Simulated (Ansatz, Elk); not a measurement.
# Bonding as seen by X-rays: SrTi2Ni2

Structure refinements treat a crystal as free atoms side by side. For a made-up structure of SrTi2Ni2 (cell and positions from a PBEsol relaxation) the runs below show what the calculated density changes in F(hkl).

Calculated with Elk 11.2.3 (patched build); DFT, PBE, all-electron APW+lo, Dirac cores, scalar-relativistic bands, static density, ferromagnetic start.

The structure was built from a prototype and need not be the compound's stable phase.

## 1. Starting point

It takes space group I4/mmm (No. 139, tetragonal). Conventional cell: a = 4.412 Å, b = 4.412 Å, c = 9.894 Å, α = 90.00°, β = 90.00°, γ = 90.00°. Sr has 8 Ni at 3.31 Å and 10 Ti at 3.42 to 3.47 Å nearest. Ni has 4 Ti at 2.40 Å and 4 Ni at 3.12 Å and 4 Sr at 3.31 Å nearest. Nearest to Ti lie 4 Ni at 2.40 Å and 1 Ti at 3.06 Å and 5 Sr at 3.42 to 3.47 Å. Farther neighbours are not listed.

## 2. Ground state and structure factors

An all-electron density is needed, since X-rays see the cores too. Task 0 finds the density and task 195 Fourier-transforms it; tshift is off so that phases refer to the origin typed.

The input, elk.in:

```
tasks
  0
  195
  196

xctype
  20

spinpol
  .true.

rgkmax
  7.0

gmaxvr
  14.0

lmaxo
  7

lmaxapw
  8

swidth
  0.002

tshift
  .false.

ramdisk
  .false.

hmaxvr
  5.5

maxscl
  120

epspot
  1e-06

reducebf
  0.8

sppath
  './'

avec
  -4.16844695730 4.16844695730 9.34875584188
  4.16844695730 -4.16844695730 9.34875584188
  4.16844695730 4.16844695730 -9.34875584188

atoms
  3
  'Sr.in'
  1
  -0.0000000000 -0.0000000000 -0.0000000000   0.000000 0.000000 0.000000
  'Ni.in'
  2
  0.2500000000 0.7500000000 0.5000000000   0.000000 0.000000 0.000000
  0.7500000000 0.2500000000 0.5000000000   0.000000 0.000000 0.000000
  'Ti.in'
  2
  0.6547376812 0.6547376812 -0.0000000000   0.000000 0.000000 -0.015000
  0.3452623188 0.3452623188 -0.0000000000   0.000000 0.000000 -0.015000

ngridk
  6 6 6
```

The run is started by

```console
$ OMP_NUM_THREADS=4 elk
```

Numbers of over 12 decimals in the logs are rounded to 6 here.

What it wrote:

```text
┌─────────────────────────┐
│ Elk code version 11.2.3 │
└─────────────────────────┘

All units are atomic (Hartree, Bohr, etc.)

┌─────────────────────────────────────────────────┐
│ Ground-state run starting from atomic densities │
└─────────────────────────────────────────────────┘

Lattice vectors :
  -4.168446957       4.168446957       9.348755842
   4.168446957      -4.168446957       9.348755842
   4.168446957       4.168446957      -9.348755842

Reciprocal lattice vectors :
  0.6273492609E-17  0.7536602206      0.3360439300
  0.7536602206      0.6273492609E-17  0.3360439300
  0.7536602206      0.7536602206      0.7652911351E-18

Unit cell volume      :    649.7740576
Brillouin zone volume :   0.3817484101

Muffin-tin inner radius fraction :   0.1000000000E-01

Nuclei treated as point charges

Species : 1 (Sr)
 parameters loaded from : Sr.in
 name : strontium
 nuclear charge    :   -38.00000000
 electronic charge :    38.00000000
 atomic mass :    159721.4892
 muffin-tin radius :    2.600000000
 number of radial points in muffin-tin :   1193
 inner part over the whole radius :   0.9909106339E-02
 number on inner part of muffin-tin    :    847
 approximate nuclear radius :   0.8067967193E-04
 number of mesh points to nuclear radius :    415
 atomic positions (lattice), magnetic fields (Cartesian) :
  1 :   0.00000000  0.00000000  0.00000000    0.00000000  0.00000000  0.00000000

Species : 2 (Ni)
 parameters loaded from : Ni.in
 name : nickel
 nuclear charge    :   -28.00000000
 electronic charge :    28.00000000
 atomic mass :    106991.5231
 muffin-tin radius :    2.241523252
 number of radial points in muffin-tin :    993
 inner part over the whole radius :   0.9988025518E-02
 number on inner part of muffin-tin    :    700
 approximate nuclear radius :   0.7325707712E-04
 number of mesh points to nuclear radius :    336
 atomic positions (lattice), magnetic fields (Cartesian) :
  1 :   0.25000000 -0.25000000  0.50000000    0.00000000  0.00000000  0.00000000
  2 :  -0.25000000  0.25000000  0.50000000    0.00000000  0.00000000  0.00000000

Species : 3 (Ti)
 parameters loaded from : Ti.in
 name : titanium
 nuclear charge    :   -22.00000000
 electronic charge :    22.00000000
 atomic mass :    87256.20317
 muffin-tin radius :    2.241523252
 number of radial points in muffin-tin :    993
 inner part over the whole radius :   0.9876938940E-02
 number on inner part of muffin-tin    :    697
 approximate nuclear radius :   0.6805665174E-04
 number of mesh points to nuclear radius :    326
 atomic positions (lattice), magnetic fields (Cartesian) :
  1 :  -0.34526232 -0.34526232  0.00000000    0.00000000  0.00000000 -0.01500000
  2 :   0.34526232  0.34526232  0.00000000    0.00000000  0.00000000 -0.01500000

Total number of atoms per unit cell :    5
Total muffin-tin volume :    262.3249773
 ratio of muffin-tin to unit cell volume :   0.4037172217

Spin treatment :
 spin-polarised
 global magnetic field (Cartesian) :    0.000000000       0.000000000       0.000000000
 collinear magnetisation in z-direction

Number of Bravais lattice symmetries :   16
Number of crystal symmetries         :   16
Crystal has inversion symmetry
Real symmetric eigensolver will be used

k-point grid :      6     6     6
k-point offset :    0.000000000       0.000000000       0.000000000
k-point set is reduced with full crystal symmetry group
Total number of k-points :       30

Muffin-tin radius times maximum |G+k| :    7.000000000
 using average radius
Maximum |G+k| for APW functions       :    3.026086680
Maximum (1/2)|G+k|²                   :    4.578600298
Maximum |G| for potential and density :    14.00000000
Constant for pseudocharge density :    9
 order of it for each species :   16  16  16
 order of it for pair densities of each species (exact exchange by exxq0 0: 17) :   12   9   9
Radial integration step length :    1

G-vector grid sizes :     50    50    50
Number of G-vectors :    30073

Maximum angular momentum used for
[...]
Absolute change in total energy (target)   :    2.611028578     (  0.1000000000E-03)

[... loops 3 to 20 left out ...]

┌──────────────────┐
│ Loop number : 21 │
└──────────────────┘

Energies :
 Fermi                       :     0.244495
 sum of occupied eigenvalues :     -4619.2987448868
 electron kinetic            :      8089.5763796985
 core electron kinetic       :      7588.0323214871
 Coulomb                     :     -15701.843317977
 Coulomb potential           :     -12297.206386253
 nuclear-nuclear             :     -1072.3100852133
 electron-nuclear            :     -16991.078884542
 Hartree                     :      2361.5456517785
 Madelung                    :     -9553.2401248502
 xc potential                :     -411.64285406692
 xc effective B-field        :    -0.25882885029651E-01
 external B-field            :      0.000000
 exchange                    :     -310.36397062771
 correlation                 :     -6.460627
 electron entropic           :    -0.17597039148359E-02
 total energy                :     -7929.0932955791
 (external B-field energy excluded from total)

Density of states at Fermi energy :    128.1226818
 (states/Hartree/unit cell)

Estimated indirect band gap :   0.1052963340E-02
 from k-point 18 to k-point 15
Estimated direct band gap   :   0.1126501373E-02
 at k-point 15

Charges :
 core                        :    72.00000000
 valence                     :    66.00000000
 interstitial                :    7.842636737
 muffin-tins (core leakage)
  species : 1 (Sr)
[...]
species : 2 (Ni)
[...]
species : 3 (Ti)
[...]
total in muffin-tins        :    130.1573633
 total calculated charge     :    137.9986729
 total charge                :    138.0000000
 error                       :   0.1327072797E-02

Moments :
 interstitial                :   0.6254477329
 muffin-tins
  species : 1 (Sr)
[...]
species : 2 (Ni)
[...]
species : 3 (Ti)
[...]
total in muffin-tins        :   0.9385996106
 total moment                :    1.564047344

RMS change in Kohn-Sham potential (target) :   0.7192557357E-06 (  0.1000000000E-05)
Absolute change in total energy (target)   :   0.8784728379E-05 (  0.1000000000E-03)

Convergence targets achieved

┌──────────────────┐
│ Loop number : 22 │
└──────────────────┘

Energies :
 Fermi                       :     0.244495
 sum of occupied eigenvalues :     -4619.2987072257
 electron kinetic            :      8089.5764377012
 core electron kinetic       :      7588.0323566934
 Coulomb                     :     -15701.843324892
 Coulomb potential           :     -12297.206348451
 nuclear-nuclear             :     -1072.3100852133
 electron-nuclear            :     -16991.078935429
 Hartree                     :      2361.5456957503
 Madelung                    :     -9553.2401506666
 xc potential                :     -411.64291162830
 xc effective B-field        :    -0.25884802403534E-01
 external B-field            :      0.000000
 exchange                    :     -310.36397274605
 correlation                 :     -6.460627
 electron entropic           :    -0.17596223087273E-02
 total energy                :     -7929.0932463797
 (external B-field energy excluded from total)

Density of states at Fermi energy :    128.1154627
 (states/Hartree/unit cell)

Estimated indirect band gap :   0.1053546872E-02
 from k-point 18 to k-point 15
Estimated direct band gap   :   0.1127546264E-02
 at k-point 15

Charges :
 core                        :    72.00000000
 valence                     :    66.00000000
 interstitial                :    7.842636313
 muffin-tins (core leakage)
  species : 1 (Sr)
[...]
species : 2 (Ni)
[...]
atom 2                    :    27.01912508     (  0.6464667616E-03)
  species : 3 (Ti)
   atom 1                    :    20.04747436     ( -0.2135575237E-06)
   atom 2                    :    20.04747436     ( -0.2135575237E-06)
 total in muffin-tins        :    130.1573637
 total calculated charge     :    137.9986729
 total charge                :    138.0000000
 error                       :   0.1327069558E-02

Moments :
 interstitial                :   0.6254244178
 muffin-tins
  species : 1 (Sr)
[...]
species : 2 (Ni)
[...]
atom 2                    :  -0.4180271240E-02
  species : 3 (Ti)
   atom 1                    :   0.4572706462
   atom 2                    :   0.4572706462
 total in muffin-tins        :   0.9386349233
 total moment                :    1.564059341

┌──────────────────────────────┐
│ Self-consistent loop stopped │
└──────────────────────────────┘

Warning : core states of species 2 leak from the muffin-tin :   0.6464667616E-03

Wrote STATE.OUT
```

It took 8.9 min on 4 threads of Arm Neoverse N1, shared host; peak memory 0.52 GiB; 32 min of CPU time.

SFACRHO.OUT:

```text

h k l indices transformed by vhmat matrix:
   1.000000000       0.000000000       0.000000000    
   0.000000000       1.000000000       0.000000000    
   0.000000000       0.000000000       1.000000000    

      h      k      l  multipl.   |H|            Re(F)            Im(F)           |F|

      0      0      0      1   0.0000000       138.00000      0.10371549E-15   138.00000    
     -1     -1      1      2  0.67208786      -31.867298      0.27052279E-13   31.867298    
     -1      0      0      8  0.82518437       12.482012      -0.0000000       12.482012    
      1     -1      0      4   1.0658365       18.713375     -0.17076407E-16   18.713375    
     -2     -1      2      8   1.2587031       62.201678      -0.0000000       62.201678    
     -1     -1      2      8   1.2600435       63.730974     -0.11271783E-13   63.730974    
      2      2     -2      2   1.3441757       50.864741      0.49595846E-13   50.864741    
      1     -1      1      4   1.5073204       101.40236     -0.52763929E-14   101.40236    
      0     -2      2      8   1.6503687      -23.170457      0.18034853E-13   23.170457    
     -3     -1      2      8   1.7154637      -33.332346      0.19162031E-13   33.332346    
      2     -1      0     16   1.7184133       11.458834      -0.0000000       11.458834    
     -3     -2      3      8   1.8415053       22.606600      0.22543566E-14   22.606600    
      3      0     -1     16   1.9637587       51.838679      0.56358916E-15   51.838679    
      3      3     -3      2   2.0162636       12.433928     -0.80029660E-13   12.433928    
      3      1     -3      8   2.0196097       43.400617      0.13526140E-13   43.400617    
      2     -2      0      4   2.1316730       86.136452      0.87091156E-17   86.136452    
      1      1     -3      8   2.2351134      -19.168779     -0.13526140E-13   19.168779    
     -3     -3      2      8   2.2806416       80.491279     -0.39451241E-13   80.491279
```

Elk indexes on the primitive cell of elk.in and gives |H| = 4π sin θ/λ in inverse bohr. Below, one row stands for each form hkl of the conventional cell (m members, Friedel mates merged), F is for one primitive cell and the density is static (no thermal factor). Free-atom factors are Waasmaier and Kirfel's, and R is Σm||F|−|F'||/Σm|F|.

| hkl | m | sin θ/λ (Å⁻¹) | abs F, DFT | neutral atoms | diff. |
| --- | --- | --- | --- | --- | --- |
| 002 | 2 | 0.101 | 31.867 | 31.287 | +0.580 |
| 101 | 8 | 0.124 | 12.482 | 12.438 | +0.044 |
| 110 | 4 | 0.160 | 18.713 | 19.134 | -0.420 |
| 103 | 8 | 0.189 | 62.202 | 62.388 | -0.187 |
| 112 | 8 | 0.190 | 63.731 | 63.554 | +0.177 |
| 004 | 2 | 0.202 | 50.865 | 50.616 | +0.249 |
| 200 | 4 | 0.227 | 101.402 | 101.770 | -0.368 |
| 202 | 8 | 0.248 | 23.171 | 23.647 | -0.477 |
| 114 | 8 | 0.258 | 33.332 | 33.744 | -0.411 |
| 211 | 16 | 0.258 | 11.459 | 11.377 | +0.081 |
| 105 | 8 | 0.277 | 22.607 | 22.677 | -0.071 |
| 213 | 16 | 0.295 | 51.839 | 52.025 | -0.186 |
| 006 | 2 | 0.303 | 12.434 | 12.186 | +0.248 |
| 204 | 8 | 0.304 | 43.401 | 43.666 | -0.266 |
| 220 | 4 | 0.321 | 86.136 | 86.487 | -0.351 |
| 222 | 8 | 0.336 | 19.169 | 19.450 | -0.282 |
| 116 | 8 | 0.343 | 80.491 | 80.746 | -0.255 |
| 301 | 8 | 0.344 | 10.521 | 10.656 | -0.134 |

## 3. The highest occupied states alone

An energy window below the Fermi level keeps the highest occupied states, to see at which angles they scatter; shallow core shells can lie inside it and anion s states outside. No new self-consistency is needed.

elk.in, as its differences from that of step 2:

```diff
@@ -1,5 +1,3 @@
 tasks
-  0
   195
-  196
 
@@ -44,2 +42,5 @@
 
+wsfac
+  -0.196500 0.544500
+
 sppath
```

The run is started by

```console
$ OMP_NUM_THREADS=4 elk
```

What it wrote:

```text
┌─────────────────────────────────┐
│ Elk code version 11.2.3 started │
└─────────────────────────────────┘

Info(readinput): the functional depends on the density's gradient
 muffin-tin radial points multiplied by    2.00000
 (not where nrmtscf is given)

┌────────────────────┐
│ Current task : 195 │
└────────────────────┘
Info(checkmt): changed muffin-tin radius of species 2 (Ni) from   2.4000 to   2.2415
Info(checkmt): changed muffin-tin radius of species 3 (Ti) from   2.4000 to   2.2415

Info(sfacrho): density structure factors written to SFACRHO.OUT

 Energy window :  -0.1965000000      0.5445000000

┌──────────────────┐
│ Elk code stopped │
└──────────────────┘
```

Run time: 24 s. Hardware: 4 threads; peak memory 0.27 GiB; 36 s of CPU time.

States within 12 eV below the Fermi level hold 30.00 electrons; any levels below the window count with the cores. Their amplitudes can exceed the total, where window and core parts have opposite phase:

```csv
hkl,sin θ/λ (Å⁻¹),"abs F, window","abs F, all"
002,0.101,18.290,31.867
101,0.124,1.853,12.482
110,0.160,11.236,18.713
103,0.189,1.770,62.202
112,0.190,11.478,63.731
004,0.202,10.431,50.865
200,0.227,11.717,101.402
202,0.248,9.621,23.171
114,0.258,9.763,33.332
211,0.258,0.530,11.459
```

## 4. Another functional

The difference from free atoms is small, so it is set against the change that LDA (Perdew-Wang) makes.

elk.in, as its differences from that of step 3:

```diff
@@ -1,6 +1,8 @@
 tasks
+  0
   195
+  196
 
 xctype
-  20
+  3
 
@@ -42,5 +44,2 @@
 
-wsfac
-  -0.196500 0.544500
-
 sppath
```

The run is started by

```console
$ OMP_NUM_THREADS=4 elk
```

What it wrote:

```text
┌─────────────────────────┐
│ Elk code version 11.2.3 │
└─────────────────────────┘

All units are atomic (Hartree, Bohr, etc.)

┌─────────────────────────────────────────────────┐
│ Ground-state run starting from atomic densities │
└─────────────────────────────────────────────────┘

Lattice vectors :
  -4.168446957       4.168446957       9.348755842
   4.168446957      -4.168446957       9.348755842
   4.168446957       4.168446957      -9.348755842

Reciprocal lattice vectors :
  0.6273492609E-17  0.7536602206      0.3360439300
[...]
total charge                :    138.0000000
 error                       :   0.1371176098E-02

Moments :
 interstitial                :   0.3360875138
 muffin-tins
  species : 1 (Sr)
[...]
species : 2 (Ni)
[...]
species : 3 (Ti)
   atom 1                    :   0.2462524801
   atom 2                    :   0.2462524801
 total in muffin-tins        :   0.5274377019
 total moment                :   0.8635252157

┌──────────────────────────────┐
│ Self-consistent loop stopped │
└──────────────────────────────┘

Warning : core states of species 2 leak from the muffin-tin :   0.6758178433E-03

Wrote STATE.OUT
[key lines of the parts left out:]
total energy                :     -7916.9323381888
```

Wall time 5.6 min (4 threads); peak memory 0.4 GiB.

Against the first run R = 0.06 %; the largest change is +0.069 at 004. The moment goes from 1.56 to 0.86 μB.

## 5. Basis size

A smaller basis shows how fast F responds to it; the change is likely larger than the basis error of the first run, but doesn't show convergence.

elk.in, as its differences from that of step 4:

```diff
@@ -6,3 +6,3 @@
 xctype
-  3
+  20
 
@@ -12,3 +12,3 @@
 rgkmax
-  7.0
+  5.5
```

The run is started by

```console
$ OMP_NUM_THREADS=4 elk
```

What it wrote:

```text
┌─────────────────────────┐
│ Elk code version 11.2.3 │
└─────────────────────────┘

All units are atomic (Hartree, Bohr, etc.)

┌─────────────────────────────────────────────────┐
│ Ground-state run starting from atomic densities │
└─────────────────────────────────────────────────┘

Lattice vectors :
  -4.168446957       4.168446957       9.348755842
   4.168446957      -4.168446957       9.348755842
   4.168446957       4.168446957      -9.348755842

Reciprocal lattice vectors :
  0.6273492609E-17  0.7536602206      0.3360439300
[...]
total charge                :    138.0000000
 error                       :   0.1816896457E-02

Moments :
 interstitial                :   0.6753822815
 muffin-tins
  species : 1 (Sr)
[...]
species : 2 (Ni)
[...]
species : 3 (Ti)
   atom 1                    :   0.4381568670
   atom 2                    :   0.4381568670
 total in muffin-tins        :   0.9133361908
 total moment                :    1.588718472

┌──────────────────────────────┐
│ Self-consistent loop stopped │
└──────────────────────────────┘

Warning : core states of species 2 leak from the muffin-tin :   0.6452403431E-03

Wrote STATE.OUT
[key lines of the parts left out:]
total energy                :     -7928.8643248268
```

Elapsed: 8.5 min, on 4 threads; peak memory 0.52 GiB.

Against the first run R = 0.05 %; the largest change is -0.121 at 200. The moment goes from 1.56 to 1.59 μB.

## 6. Settings against the effect

```csv
run,R against the first run (%),"R against neutral atoms, low angle (%)",wall time
"PBE, rgkmax 7",0.00,0.59,8.9 min
LDA (Perdew-Wang),0.06,0.62,5.6 min
rgkmax 5.5,0.05,0.65,8.5 min
```

## 7. What came out

- R against neutral atoms, sin θ/λ < 0.3 Å⁻¹: 0.59 %
- R against neutral atoms, 0.3 to 0.80 Å⁻¹: 0.28 %

In words: Independent neutral atoms miss the calculated amplitudes by R = 0.59 % below 0.3 Å⁻¹ and 0.28 % from there to 0.80 Å⁻¹; by shells, 0.92 % below 0.15 Å⁻¹ (2 forms), 0.57 % 0.15 to 0.3 (10 forms), 0.43 % 0.3 to 0.45 (21 forms), 0.25 % above 0.45 (116 forms). Bonding, aspherical density and the tables' own atoms all enter these figures, and the runs don't part them. The largest change of an amplitude is +0.58 electrons, at 002. The run keeps a weak moment of 1.56 μB a cell, which depends on mesh and smearing in metals and isn't analysed. The window's part falls from 30.0 electrons at the origin to at most 4.49 between 0.45 and 0.80 Å⁻¹, where compact states inside the window still scatter. Below 0.3 Å⁻¹ the changes that finished (LDA (Perdew-Wang) and rgkmax 5.5) move F by R = 0.09 % at most, against the 0.59 % that separates it from free atoms. The k-mesh has no finished test. Part of the difference isn't bonding: the tables are fits to free atoms and ions calculated by other methods than this functional. Thermal motion, anomalous dispersion and extinction are left out.

[Logs are printed without paths, hosts, clocks, repeated set-up lines and the standing remarks that a program may print on its own settings, such as how far it seeks lower states.]

[Hosts, paths, dates, database ids (printed as entryN), source tags and the programs' standing remarks are cut or masked in the printed files.]
